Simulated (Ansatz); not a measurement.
# How high a cutoff does the level of V_O in MgO (Fm-3m) need?

Question: how much does the plane-wave cutoff change the (+1/0) level of V_O in MgO (Fm-3m), and what does each choice cost? Model: a cell of 72 host atoms with 1 O taken out.

Method: plane-wave PAW DFT; relaxations with PBEsol, then single points with PBEsol, on supercells at fixed charge in a uniform background, in Ansatz 0.2.0.

## Step 1: Set-up

The cell holds 71 atoms: 36 Mg and 35 O. Its edges and angles: a = 8.941 Å, b = 8.941 Å, c = 11.921 Å, α = 60.0°, β = 60.0°, γ = 60.0°. It derives from MgO (space group Fm-3m). Nearest the centre at fractional (0.500, 0.500, 0.625): Mg60 at 2.11 Å, Mg44 at 2.11 Å, Mg46 at 2.11 Å, Mg62 at 2.11 Å, Mg38 at 2.11 Å, Mg68 at 2.11 Å, O30 at 2.98 Å, O14 at 2.98 Å. The cell carries charge +1.

As a file:

```xyz
71
Lattice="0.0000 6.3223 6.3223 6.3223 0.0000 6.3223 8.4297 8.4297 0.0000" Properties=species:S:1:pos:R:3 pbc="T T T"
Mg    0.0000    0.0000    0.0000
O     2.1075    2.1075    2.1075
Mg    2.1074    2.1074    0.0000
O     4.2149    4.2149    2.1075
Mg    4.2149    4.2149    0.0000
O     6.3223    6.3223    2.1075
Mg    6.3223    6.3223    0.0000
O     8.4298    8.4298    2.1075
Mg    2.1074    0.0000    2.1074
O     4.2149    2.1075    4.2149
Mg    4.2148    2.1074    2.1074
O     6.3223    4.2149    4.2149
Mg    6.3223    4.2149    2.1074
O     8.4297    6.3223    4.2149
Mg    8.4297    6.3223    2.1074
O    10.5372    8.4298    4.2149
Mg    4.2149    0.0000    4.2149
O     6.3223    2.1075    6.3223
Mg    6.3223    2.1074    4.2149
O     8.4297    4.2149    6.3223
Mg    8.4298    4.2149    4.2149
O    10.5371    6.3223    6.3223
Mg   10.5372    6.3223    4.2149
O    12.6446    8.4298    6.3223
Mg    0.0000    2.1074    2.1074
O     2.1075    4.2149    4.2149
Mg    2.1074    4.2148    2.1074
O     4.2149    6.3223    4.2149
Mg    4.2149    6.3223    2.1074
O     6.3223    8.4297    4.2149
Mg    6.3223    8.4297    2.1074
O     8.4298   10.5372    4.2149
Mg    2.1074    2.1074    4.2148
O     4.2149    4.2149    6.3223
Mg    4.2148    4.2148    4.2148
O     6.3223    6.3223    6.3223
Mg    6.3223    6.3223    4.2148
Mg    8.4297    8.4297    4.2148
O    10.5372   10.5372    6.3223
Mg    4.2149    2.1074    6.3223
O     6.3223    4.2149    8.4297
Mg    6.3223    4.2148    6.3223
O     8.4297    6.3223    8.4297
Mg    8.4298    6.3223    6.3223
O    10.5371    8.4297    8.4297
Mg   10.5372    8.4297    6.3223
O    12.6446   10.5372    8.4297
Mg    0.0000    4.2149    4.2149
O     2.1075    6.3223    6.3223
Mg    2.1074    6.3223    4.2149
O     4.2149    8.4297    6.3223
Mg    4.2149    8.4298    4.2149
O     6.3223   10.5371    6.3223
Mg    6.3223   10.5372    4.2149
O     8.4298   12.6446    6.3223
Mg    2.1074    4.2149    6.3223
O     4.2149    6.3223    8.4297
Mg    4.2148    6.3223    6.3223
O     6.3223    8.4297    8.4297
Mg    6.3223    8.4298    6.3223
O     8.4297   10.5371    8.4297
Mg    8.4297   10.5372    6.3223
O    10.5372   12.6446    8.4297
Mg    4.2149    4.2149    8.4298
O     6.3223    6.3223   10.5371
Mg    6.3223    6.3223    8.4298
O     8.4297    8.4297   10.5371
Mg    8.4298    8.4298    8.4298
O    10.5371   10.5371   10.5371
Mg   10.5372   10.5372    8.4298
O    12.6446   12.6446   10.5371
```

Known beforehand: the electronic dielectric constant, 3.24, and the static one, 10.37, computed on the host (DFPT, PBEsol).

The cell's shortest repeat is 8.9 Å.

## Step 2: Relaxing both charge states, PBEsol

The study needs fixed structures, so each charge is relaxed once, at one point at (¼, ¼, ¼), from small random displacements that break the symmetry of the site.

qp1_M1.relax/input.yaml

```yaml
crystal:
  lattice:
    - [0.0, 2.10743285, 2.10743285]
    - [2.10743285, 0.0, 2.10743285]
    - [2.10743285, 2.10743285, 0.0]
  atoms:
    - { symbol: Mg, position: [0.0, 0.0, 0.0] }
    - { symbol: O, position: [0.5, 0.5, 0.5] }
  supercell: [3, 3, 4]
  defects: [{ vacancy: 37 }]
total_charge: 1
basis:
  ecutwfc: 420
  xc_grid: 2
hamiltonian:
  xc: pbesol
  pseudopotentials: { kind: paw, azcp: { folder: soft_1 }, xc_functional: pbe }
kpoints:
  mp_grid: { grid: [1, 1, 1], shift: [0.25, 0.25, 0.25] }
magnetization:
  spin_polarized: true
  initial_magnetization: 1
  spin_locking: { lock_magnetization: hard }
scf:
  occupations: { method: fixed }
  max_iter: 80
output:
  forces: true
  charged_corrections:
    epsilon: 3.24
    static_epsilon: 10.37
    defect_position: [0.5, 0.5, 0.625]
relax:
  f_tol: 0.015
  max_steps: 60
  random_displacement: { amplitude: 0.04, seed: 1252 }
checkpoint:
  write: "../qp1_M1.relax.run"
  compress: false
  write_wavefunctions: true
  write_every: 100000
```

Run with:

```
ansatz run input.yaml --threads 32 --pin off --max-ram 84787MiB --backend cuda --events-out ev --progress --plain --runs-dir out --max-vram 78GiB
```

Numbers of over 12 decimals in the logs are rounded to 6 here.

What it wrote:

```text
[... repeated set-up lines and file paths are left out, and long positions are rounded to six places ...]
Engine: ansatz 0.2.0, aarch64-unknown-linux-gnu
Pseudopotentials: kind: paw
Pseudopotential: Mg, paw, valence charge 10, recommended cutoff 420 eV (normal), soft_1/Mg.paw.azcp
Pseudopotential: O, paw, valence charge 6, recommended cutoff 420 eV (normal), soft_1/O.paw.azcp
Functional definition: PBEsol
  exchange = pbesol_x
  correlation = pbesol_c
[...]
Crystal: 71 atoms, lattice volume = 673.897 Å³
Basis set: ecut = 420 eV, 13123 PW (Γ), exchange–correlation on 120×120×160 points (8 copies of the dense FFT grid, shifted against one another)
Bands: 356, of which v1, the nominal top of the filled ones, is band 285 counted from 1 (284 counted from 0)
Symmetry: 1 space group operations
k-points: 1
Non-local potential: Mg, projectors of the file, l = 0: 3, l = 1: 2, l = 2: 1
Non-local potential: O, projectors of the file, l = 0: 2, l = 1: 2, l = 2: 1
PAW form: soft (Blöchl's): semilocal exchange-correlation on the pseudo side does not see the compensation charge
PAW frozen core: Mg, regenerated for the run's functional, and the local potential with it (the file was generated under x = pbe(κ = 0.804, μ = 0.219515), c = pbe(β = 0.066725))
PAW frozen core: O, regenerated for the run's functional, and the local potential with it (the file was generated under x = pbe(κ = 0.804, μ = 0.219515), c = pbe(β = 0.066725))
PAW one-centre angular grid: Mg, 110 points (default); XC on 64 Gauss nodes
PAW one-centre angular grid: O, 110 points (default); XC on 64 Gauss nodes
Initial density: superposition of atomic densities (chi_scale 0.1, normalization cell, long waves kept (reshape's long-wave potential 0.38 eV rms))
Starting moments: Σ|m| = 1 μB on 71 of 71 sites
Initial wavefunctions: pseudopotential atomic-orbital guess
[...]
Functional: x = pbesol(κ = 0.804, μ = 0.123457), c = pbesol(β = 0.046)
SCF iter   1: F=—  HF=-88576.170527 eV  |Δ(HF+E_count)|=         —  Δρ=3.88e-2 (↑3.60e-2 ↓3.88e-2)  dr2=1.94e1  dr2_m=7.28e-2  M=1.000 μB ∫|m|=1.046 μB  Hψ=2336
preconditioner: auto → Resta (q_TF=auto, 2.652 Å⁻¹)  ε∞=3.4  [insulator: Δε(μ)=0.911 eV  Ē_g=15.445 eV  n_scr=214 (ndim 8)  ℏωp=24.0 eV  f_vac=0.000  ε∞_Penn≈3.4]
spin=Collinear: Resta preconditioning applied to the charge; magnetization (m = ρ↑ − ρ↓) channel mixes plain (no charge-response kernel on spin).
SCF iter   2: F=—  HF=-88574.570187 eV  |Δ(HF+E_count)|=    1.60e0  Δρ=2.65e-2 (↑2.46e-2 ↓2.65e-2)  dr2=9.84e0  dr2_m=4.12e-2  M=1.000 μB ∫|m|=1.048 μB  Hψ=766
[...]
SCF iter   8: F=-88575.140598 eV  HF=-88575.140597 eV  |Δ(HF+E_count)|=   1.12e-5  Δρ=1.19e-5 (↑1.14e-5 ↓1.19e-5)  dr2=2.15e-6  dr2_m=9.23e-9  M=1.000 μB ∫|m|=1.050 μB  Hψ=1859
SCF 1 converged in 8 iterations: F = -88575.140598 eV  dr2 = 2.15e-6
[...]
relax step   1: F+E_penalty+E_count = -88575.14059756 eV  Δ(F+E_penalty+E_count) = +0.000e0 eV  max|allowed force component| = 2.172e0 eV/Å  Δτ_max = 0.0000 Å  (8 SCF iters, dr2 threshold 5.63e-6 eV, accepted)
[...]
relax step   2: F+E_penalty+E_count = -88576.19810813 eV  Δ(F+E_penalty+E_count) = -1.058e0 eV  max|allowed force component| = 6.895e-1 eV/Å  Δτ_max = 0.1243 Å  (6 SCF iters, dr2 threshold 1.00e-4 eV, accepted)
[...]
relax step   4: F+E_penalty+E_count = -88576.52132842 eV  Δ(F+E_penalty+E_count) = -5.849e-6 eV  max|allowed force component| = 2.994e-2 eV/Å  Δτ_max = 0.0000 Å  (4 SCF iters, accepted)
[...]
relax step   5: F+E_penalty+E_count = -88576.52212662 eV  Δ(F+E_penalty+E_count) = -7.982e-4 eV  max|allowed force component| = 2.967e-3 eV/Å  Δτ_max = 0.0034 Å  (5 SCF iters, accepted)
[...]
NSCF: frozen V_eff on 1 k-points
[...]
SCF converged after 5 iterations
Magnetization: 1.0000 μB (285.0000 up, 284.0000 down)
Absolute magnetization: 1.0386 μB (∫|ρ↑−ρ↓|, with the PAW one-centre terms)
Spin contamination: 0.0023 ħ² per cell (⟨S²⟩ above its minimum at these occupations)
Per-site moments (μB) at R_I (Å): [(4.935844873847963e-5, 0.865068), (0.000380138, 0.866193), (4.936148124426506e-5, 0.865049), [... 6 left out ...]
Free energy (F): -88576.522127 eV
Harris-Foulkes:  -88576.522127 eV  (|F-HF|=1.68e-8)
Internal energy: -88576.522127 eV  (E = F + TS)
E sigma→0 (E₀):  -88576.522127 eV
Fermi energy:    9.676407 (↑ 9.676407, ↓ 7.741585) eV
--- Per-component energies (eV) ---
  E_band       = -10634.916408
  E_kinetic    = 8555.478225
  E_local      = -61509.021459  (includes V_loc(G=0)·N_el)
  E_nonlocal   = 8861.252613
  E_hartree    = 20479.587644
  E_xc         = -3495.701049
  E_vxc        = -4502.850345  (∫ρ·V_xc dr)
  E_paw        = -15909.536916  (= ΣΔE_a)
  E_vpaw       = -2998.980077  (= ΣTr[D̂ρ^β])
  E_aug_tail   = 0.025387  (compensation charges beyond the density's cutoff)
  E_ewald      = -45561.960692
  E_core_change = 3.354121  (= ΣΔE_core)
  E_smearing   = -0.000000  (= −TS)
  E_closure    = -0.000000  (closes the sum)
  E_deformation_potential = 18.095669  (in the stress; not in F)
  Σ components = -88576.522127   (vs F -88576.522127, Δ=0.00e0)
--- Forces (eV/Å), atoms counted from 1 ---
  atom   1  Mg     0.00014258     0.00049537    -0.00026702
  atom   2  O      0.00020034     0.00045607    -0.00008889
  [... 4 atoms left out ...]
  [... 65 more lines of this table ...]
  max |Σ_I F_I| component: 1.34e-4 eV/Å
--- Charged-cell corrections in eV (Makov–Payne, q = +1.000 e, ε = 10.370) ---
  F (periodic)     = -88576.522127  (uncorrected; the corrections below are reported, never added to it)
  E_corr1          = +0.225087  (monopole, q²α_M/2εL)
  F Makov-Payne    = -88576.297039  (F + E_corr1; no measured alignment; for a localised charge, not one spread in a band: unchecked)
  no potential alignment in this run, which stands beside a crystal: run the host's input off ansatz write-host-input, and read the two finished runs by ansatz place-levels (neither reads a slab, a wire or a sheet, whose cell leaves a vacuum)
--- Band table (eV) ---
  k-point 0 ↑: bands = ["-64.2462", "-64.2457", "-64.2349", "-64.2342", "-64.2337", "-64.2329", "-64.0513", "-64.0499", "-64.0494", [... rest cut ...]
  k-point 0 ↓: bands = ["-64.2377", "-64.2372", "-64.2261", "-64.2255", "-64.2249", "-64.2242", "-64.0508", "-64.0494", "-64.0489", [... rest cut ...]
--- Relaxed structure (5 steps of the walk, 5 accepted, 0 SCFs on fresh bases) ---
  F+E_penalty+E_count = -88576.52212662 eV   max|allowed force component| = 2.967e-3 eV/Å
  atoms:
    - { symbol: Mg, position: [-0.000232, -0.000451, 0.001208] }
    - { symbol: O, position: [0.167597, 0.167372, 0.123829] }
    [... 4 atoms left out ...]
  [... 65 more lines of this table ...]
```

Run time: 4.3 s. Hardware: 1 × NVIDIA GB200 with 32 threads of Arm Neoverse V2, shared host; peak memory 1.5 GiB.

The steps of the relaxation:

```csv
step,energy less that of the first step (eV),largest force component (eV/Å)
1,0.0000,2.1720
2,-1.0575,0.6895
3,-1.3807,0.0299
4,-1.3807,0.0299
5,-1.3815,0.0030
```

The atoms that moved most (Å, from the sites as typed, ahead of the random displacement, the mean shift of all atoms taken out):

```csv
atom,dx,dy,dz,length
Mg60,-0.104,-0.002,0.003,0.104
Mg44,-0.002,-0.104,0.003,0.104
Mg46,0.104,0.002,-0.003,0.104
Mg62,0.002,0.104,-0.003,0.104
Mg38,0.002,0.002,-0.102,0.102
Mg68,-0.002,-0.002,0.102,0.102
O36,0.021,0.021,0.000,0.030
O39,-0.021,-0.021,0.000,0.030
```

The atoms nearest to the centre after the run:

```csv
atom,distance (Å)
Mg38,2.206
Mg44,2.209
Mg60,2.211
Mg46,2.211
Mg68,2.212
Mg62,2.213
O36,2.949
O16,2.949
O32,2.950
O43,2.951
O39,2.952
O59,2.953
O14,2.953
O30,2.954
O22,2.955
O53,2.957
```

```csv
charge,moment (μB),steps,largest displacement (Å),time
0,0,4,0.02,2.6 s
+1,1,5,0.10,4.3 s
```

The relaxation ends 19 meV an atom lower than the displaced start, with a largest force component of 0.0030 eV/Å.

## Step 3: First setting: 250 eV

Total energies converge slowly with the cutoff, but a level is a difference between cells with the same atoms, so much of the error should cancel. The host is run again at each cutoff.

qp1_M1.e250/input.yaml

```yaml
crystal:
  checkpoint: "../qp1_M1.relax.run"
  host: checkpoint
total_charge: 1
basis:
  ecutwfc: 250
  xc_grid: 2
hamiltonian:
  xc: pbesol
  pseudopotentials: { kind: paw, azcp: { folder: soft_1 }, xc_functional: pbe }
kpoints:
  mp_grid: { grid: [1, 1, 1], shift: [0.25, 0.25, 0.25] }
magnetization:
  spin_polarized: true
  initial_magnetization: 1
  spin_locking: { lock_magnetization: hard }
scf:
  occupations: { method: fixed }
  max_iter: 80
output:
  forces: true
  charged_corrections:
    epsilon: 3.24
    static_epsilon: 10.37
    defect_position: [0.5, 0.5, 0.625]
  eigenvalues: true
checkpoint:
  write: "../qp1_M1.e250.run"
  compress: false
  write_wavefunctions: false
  write_every: 100000
```

What it wrote:

```text
[...]
Warning: at least one further symmetry operation maps every atom of the structure, as the run holds it, onto an atom to within 2.96e-5 (fractional), and is not used: no operation is sought that the atoms, as the run holds them, miss by more than 2.00e-5, [...]
Warning: basis.ecutwfc = 250 eV is below the records' recommended 420 eV, and the density's cutoff is lower with it unless basis.ecutrho_ratio is high enough to keep the records' density cutoff: compare with a run at a higher cutoff
crystal.checkpoint: the structure is that of <dir>, a `relax` run, at its step 5: its result, under pbesol at a charge of 1 e; 71 atoms read, 0 with a starting moment; no density is read with it (checkpoint.read); crystal.structure_sha256 for this input is
[...]
device memory: the entry about to start is reckoned to put 5.5 GiB on a device that reports 166.0 GiB free (of which the cap on the GPU budget leaves the run 78.0 GiB)
GPU FFT provider: cuFFT
GPU libraries: cuBLAS 13.8.1, cuFFT 12.4.0, cuSOLVER 12.3.2
GPU matrix products: emulated (plane waves: as basis.precision tells), large ones in fixed point in workspaces of 1.00 GiB
Crystal: 71 atoms, lattice volume = 673.897 Å³
Basis set: ecut = 250 eV, 6077 PW (Γ), exchange–correlation on 96×96×128 points (8 copies of the dense FFT grid, shifted against one another)
Bands: 356, of which v1, the nominal top of the filled ones, is band 285 counted from 1 (284 counted from 0)
[... 1 set-up line as in the run before ...]
[...]
k-points: 1
[...]
Starting moments: Σ|m| = 1 μB on 71 of 71 sites
[...]
GPU buffer pool allocated for 147456 grid points (all kernels)
GPU transforms: local potential and band sums: pruned to the plane-wave sphere, on 45×45×64
[...]
SCF iter   1: F=—  HF=-88517.284715 eV  |Δ(HF+E_count)|=         —  Δρ=4.81e-2 (↑4.63e-2 ↓4.81e-2)  dr2=2.54e1  dr2_m=6.75e-2  M=1.000 μB ∫|m|=1.032 μB  Hψ=2498
[...]
SCF iter  10: F=-88513.759308 eV  HF=-88513.759308 eV  |Δ(HF+E_count)|=   1.61e-8  Δρ=5.85e-7 (↑4.98e-7 ↓5.85e-7)  dr2=8.85e-9  dr2_m=1.11e-10  M=1.000 μB ∫|m|=1.046 μB  Hψ=1511
SCF 1 converged in 10 iterations: F = -88513.759308 eV  dr2 = 8.85e-9
[...]
SCF converged after 10 iterations
Stability checked in part: among states of this total moment the steps that led to this state did not find it unstable. No probe was made; neither looks for a lower state of another moment (fixed_total_moment; see scf.lower_state_search)
Magnetization: 1.0000 μB (285.0000 up, 284.0000 down)
Absolute magnetization: 1.0391 μB (∫|ρ↑−ρ↓|, with the PAW one-centre terms)
[...]
Per-site moments (μB) at R_I (Å): [(6.623491898987715e-5, 0.865068), (0.000428941, 0.866193), (6.623939054311835e-5, 0.865049), [... 6 left out ...]
Free energy (F): -88513.759308 eV
[...]
Internal energy: -88513.759308 eV  (E = F + TS)
E sigma→0 (E₀):  -88513.759308 eV
Fermi energy:    9.704241 (↑ 9.704241, ↓ 7.722216) eV
[...]
--- Forces (eV/Å), atoms counted from 1 ---
  atom   1  Mg    -0.00019815     0.00018478     0.00156545
  atom   2  O      0.00251938     0.00275956    -0.00639096
  [... 4 atoms left out ...]
  [... 65 more lines of this table ...]
  max |Σ_I F_I| component: 4.95e-7 eV/Å
--- Charged-cell corrections in eV (Makov–Payne, q = +1.000 e, ε = 3.240 of the electrons, 10.370 with the ions) ---
[...]
E_corr1          = +0.720418  (monopole, q²α_M/2εL)
  F Makov-Payne    = n/a  (the rows are of the electrons' constant alone; ansatz place-levels tells what screens the charge)
[...]
--- Band table (eV) ---
[...]
```

The job ended after 1.9 s (1 × NVIDIA GB200 with 32 threads; peak memory 1.2 GiB; 3.7 s of CPU time).

Both charges and the host at this setting go to place-levels, which corrects for the image charge and aligns the potentials.

levels.e250.yaml

```yaml
host:
  run: host.e250.run
states: [q0.e250.run, qp1_M1.e250.run]
geometry_from:
  q0.e250.run: q0.relax.run
  qp1_M1.e250.run: qp1_M1.relax.run
```

Run with:

```
ansatz place-levels levels.e250.yaml -- --threads 32 --pin off --max-ram 84787MiB
```

What it wrote:

```text
(+1/0) 2.458 eV above the valence edge, 2.032 eV under the conduction edge
  edges by pbesol, gap 4.490 eV; the host is sampled to repeats of 8.94 Å
  the defect's cells are sampled to repeats of 8.94 Å, like sampling
  charge +1: -88513.6558 eV with its correction of +0.104 eV, at epsilon 10.37, aligned at sites: -0.1216 eV, mean over 39 atomic sites at or beyond 4.47 Å from the defect at [0.5000, 0.5000, 0.6250], with +0.000000 for the charge's moments and without [...]
  charge 0: +0.000 eV for its dipole among its images, +0.000 omitted
  of states[1] (qp1_M1.e250.run): how wide its charge is, is not read beside other atoms or cores, and a band state would take no correction. [...]
```

Elapsed: 0.16 s, on 32 threads.

At this setting the gap is 4.490 eV and (+1/0) lies 2.458 eV above the valence top.

## Step 4: The other settings

Only the studied keys change. The next input; the others follow the same pattern (350 eV, 420 eV, 500 eV, 600 eV and 750 eV):

qp1_M1.e300/input.yaml, as its differences from qp1_M1.e250/input.yaml of step 3:

```diff
@@ -5,3 +5,3 @@
 basis:
-  ecutwfc: 250
+  ecutwfc: 300
   xc_grid: 2
@@ -27,3 +27,3 @@
 checkpoint:
-  write: "../qp1_M1.e250.run"
+  write: "../qp1_M1.e300.run"
   compress: false
```

## Step 5: Result against cost

Times of the states on 1 × NVIDIA GB200 with 32 threads of Arm Neoverse V2, shared host; the host is run again at each setting:

```csv
plane-wave cutoff,gap (eV),(+1/0) above the valence top (eV),under the conduction bottom (eV),level less that at 750 eV (meV),"time, both charge states","time, host and placing",peak memory of a state (GiB)
250 eV,4.490,2.458,2.032,-2,3.5 s,2 s,1.2
300 eV,4.557,2.446,2.111,-13,5.1 s,1.8 s,1.2
350 eV,4.604,2.457,2.146,-2,3.7 s,1.9 s,1.3
420 eV,4.611,2.459,2.151,0,3.6 s,2 s,1.3
500 eV,4.611,2.460,2.151,0,3.5 s,2 s,1.4
600 eV,4.611,2.460,2.151,0,4.1 s,2.1 s,1.5
750 eV,4.611,2.460,2.151,0,3.9 s,4.3 s,1.6
```

## Step 6: Outcome

```
(plus 1/0) level, 250 eV : 2.46 eV
(plus 1/0) level, 300 eV : 2.45 eV
(plus 1/0) level, 350 eV : 2.46 eV
(plus 1/0) level, 420 eV : 2.46 eV
(plus 1/0) level, 500 eV : 2.46 eV
(plus 1/0) level, 600 eV : 2.46 eV
(plus 1/0) level, 750 eV : 2.46 eV
```

Over the settings in the table the level spans 0.014 eV; from 350 eV on, both the level and its depth under the conduction bottom lie within 0.02 eV of the reference (750 eV, 2.46 eV). The gap is off most at 250 eV, which moves it by 0.12 eV, and the level's depth under the conduction bottom by 0.12 eV. The total energy of the charged cell falls by 62.9 eV over the same range, so nearly all of the basis error cancels in the level. Cell and atoms were held and forces were not judged; the files' recommended cutoff is 420 eV. Only the charges 0 and +1 were run, each from one start, so (+1/0) need not be a change between stable states. The host ran in cells of different size at different settings, so its times don't compare. What this leaves open: one k-point off the zone centre stands for the whole zone; the images are only 8.9 Å apart; PBEsol makes the gap too small and tends to spread out bound carriers.

[Logs are printed without paths, hosts, clocks, repeated set-up lines and the standing remarks that a program may print on its own settings, such as how far it seeks lower states.]

[Hosts, paths, dates, database ids (printed as entryN), source tags and the programs' standing remarks are cut or masked in the printed files.]

[Where a table of states has a column of steps, it counts the stored structures, which are thinned; the runs took as many ionic steps or more.]

[For some hosts the program warned that the k-mesh of the response run may be too coarse for force constants and the static dielectric constant; such warnings are not shown here.]
